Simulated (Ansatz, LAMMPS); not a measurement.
# Glassy 59SiO2-21CaO-14ZnO-7Cr2O3 (mol %) (81 atoms) under strain: runs compared

Aim: relax glassy 59SiO2-21CaO-14ZnO-7Cr2O3 (mol %) (81 atoms), then change its volume to read the bulk modulus from the stress.

Computed with Ansatz 0.2.0: Kohn-Sham DFT, PBE, PAW (set soft_2), plane waves.

### 1. The cell as built

The cell holds 81 atoms: 17 Si, 6 Ca, 4 Zn, 4 Cr and 50 O. Cell: a = 10.150 Å, b = 10.150 Å, c = 10.150 Å, α = 90.0°, β = 90.0°, γ = 90.0°. 81 atoms (17 Si, 6 Ca, 4 Zn, 4 Cr, 50 O) placed at random at 2.92 g/cm³, melted at 4000 K for 10 ps at fixed volume with the Morse and Coulomb pair potential with partial charges (Pedone, Malavasi, Menziani, Cormack and Segre, J. Phys. Chem. B 110, 11780 (2006)). Quenched from 4000 K to 300 K at 20 K/ps and fixed volume, held 10 ps at zero pressure.

What the set-up can't give: The quench rate of 20 K/ps far exceeds what a furnace or splat quench reaches, so expect more defects and frozen-in strain than in a real sample. The network of bonds at the start is that of the classical potential that made the cell, and needn't be the one that DFT or experiment would give. Without a Hubbard term or exact exchange, open shells on Cr are likely too delocalised. Only the Γ point is sampled.

### 2. The reference run

The reference is a single point at the end of the relaxation.

Every strained cell starts from the geometry of this run, and its atoms are relaxed with the cell held.

Its input, with most atom lines left out:

```yaml
crystal:
  lattice:
    - [10.5298, -0.15473, -0.00626]
    - [-0.15473, 10.06851, 0.14456]
    - [-0.00626, 0.14456, 10.21361]
  atoms:
    - { symbol: Si, position: [0.25483, 0.13636, 0.99836] }
    - { symbol: Si, position: [0.86587, 0.54931, 0.9745] }
    - { symbol: Si, position: [0.46031, 0.13116, 0.33896] }
    - { symbol: Si, position: [0.16868, 0.58119, 0.03733] }
    - { symbol: Si, position: [0.40667, 0.55332, 0.51917] }
    - { symbol: Si, position: [0.70805, 0.50969, 0.51205] }
    - { symbol: Si, position: [0.72812, 0.21005, 0.46169] }
    [... atom lines 8 to 81 left out ...]
magnetization:
  spin_polarized: true
kpoints:
  mp_grid: { grid: [1, 1, 1] }
hamiltonian:
  xc: pbe
scf:
  occupations: { method: gaussian, width: 0.025 }
  lower_state_search: "off"
output:
  forces: true
  stress: true
  populations: true
  dos:
    method: { smearing: { sigma: 0.15 } }
    de: 0.1
    projected: { site_lists: { Ca: [Ca], Cr: [Cr], O: [O], Si: [Si], Zn: [Zn] } }
  eigenvalues: true
  write_density: true
  write_potential: true
  volumetric_format: npy
  elf: true
```

```
free energy per atom   : -949.9717 eV/atom
r.m.s. force component : 0.00406 eV/Å
pressure               : 0.007462 GPa
total moment           : 6 μB
```

Filled and empty levels are parted by 0.441 eV (at Γ alone); a semilocal functional tends to put such gaps too low. In a disordered cell it changes from sample to sample, and tail or defect levels can set it.

### 3. The runs

Each row is one run, on 4 threads of AMD EPYC 7R13 (Zen 3), shared host. The free energy is the program's total, comparable only between runs with the same functional, potentials and atoms.

```csv
run,atoms,outcome,"ionic steps, all passes",free energy (eV),time,host memory (GiB)
Single point at the start,81,converged,-,-76940.078,41 s,2.3
Cell and atoms relaxed,81,converged,30,-76947.711,9.8 min,2.5
Single point at the relaxed geometry,81,converged,-,-76947.711,51 s,2.4
Volume -3 %,81,converged,7,-76947.496,2.9 min,2.4
Volume +3 %,81,converged,6,-76947.509,2.7 min,2.5
Volume -6 %,81,converged,12,-76946.844,4.2 min,2.4
Volume +6 %,81,converged,10,-76947.002,3.6 min,2.6
Volume -10 %,81,converged,12,-76945.212,3.6 min,2.3
```

In some runs the program notes that the SCF threshold is loose for the stress.

### 4. Pressure against volume

Atoms are relaxed at each volume, in the scaled cell.

```
volume change (%)  volume (Å³/atom)  energy change (meV/atom)  pressure (GPa)  largest move on relaxing (Å)  bonds  gap (eV)
              -10            12.026                     30.86            7.64                          0.43    139               0.488
               -6            12.561                     10.70            4.38                          0.21    138               0.408
               -3            12.962                      2.66            2.12                          0.09    136               0.394
               +0            13.363                      0.00            0.01                             -    136               0.441
               +3            13.764                      2.50           -1.86                          0.11    135               0.519
               +6            14.164                      8.75           -3.00                          0.40    132               0.644
```

### 5. Findings

The bulk modulus, from the slope of pressure against ln V over the three points nearest the relaxed volume, is 66.3 GPa; a quadratic over all points gives a pressure derivative of about 3.5. The count of bonds runs from 132 to 139 over the series, so at some points contacts cross the cutoffs. The gap goes from 0.488 eV at the smallest volume to 0.644 eV at the largest, not monotonically (lowest 0.394, highest 0.644 eV), on the run's k-points.

**Limits.** Strains are finite and relaxations stop at the force tolerance of the input, which can leave moduli too stiff; they are those of a static cell at zero temperature. Volumes are changed with the cell's shape held, so in an anisotropic solid the modulus lies over the one under free hydrostatic load. The program notes that the SCF threshold of the relaxations is loose for the stress. In the spin-polarised runs the search for a state of lower energy was switched off. The run was spin polarised, started with 3 moments up and 1 down in a pattern of our own, ending at 6.0 μB in the cell; that starting order needn't be the real material's, and it bears on forces, charges and levels. With open d shells in the cell, the gap can be one between d levels of these ions, not the gap of the host.

The DFT runs together took 28 min of wall time.

[Logs are printed without paths, hosts, clocks, repeated set-up lines and the standing remarks that a program may print on its own settings, such as how far it seeks lower states.]

[Hosts, paths, dates, database ids (printed as entryN), source tags and the programs' standing remarks are cut or masked in the printed files.]
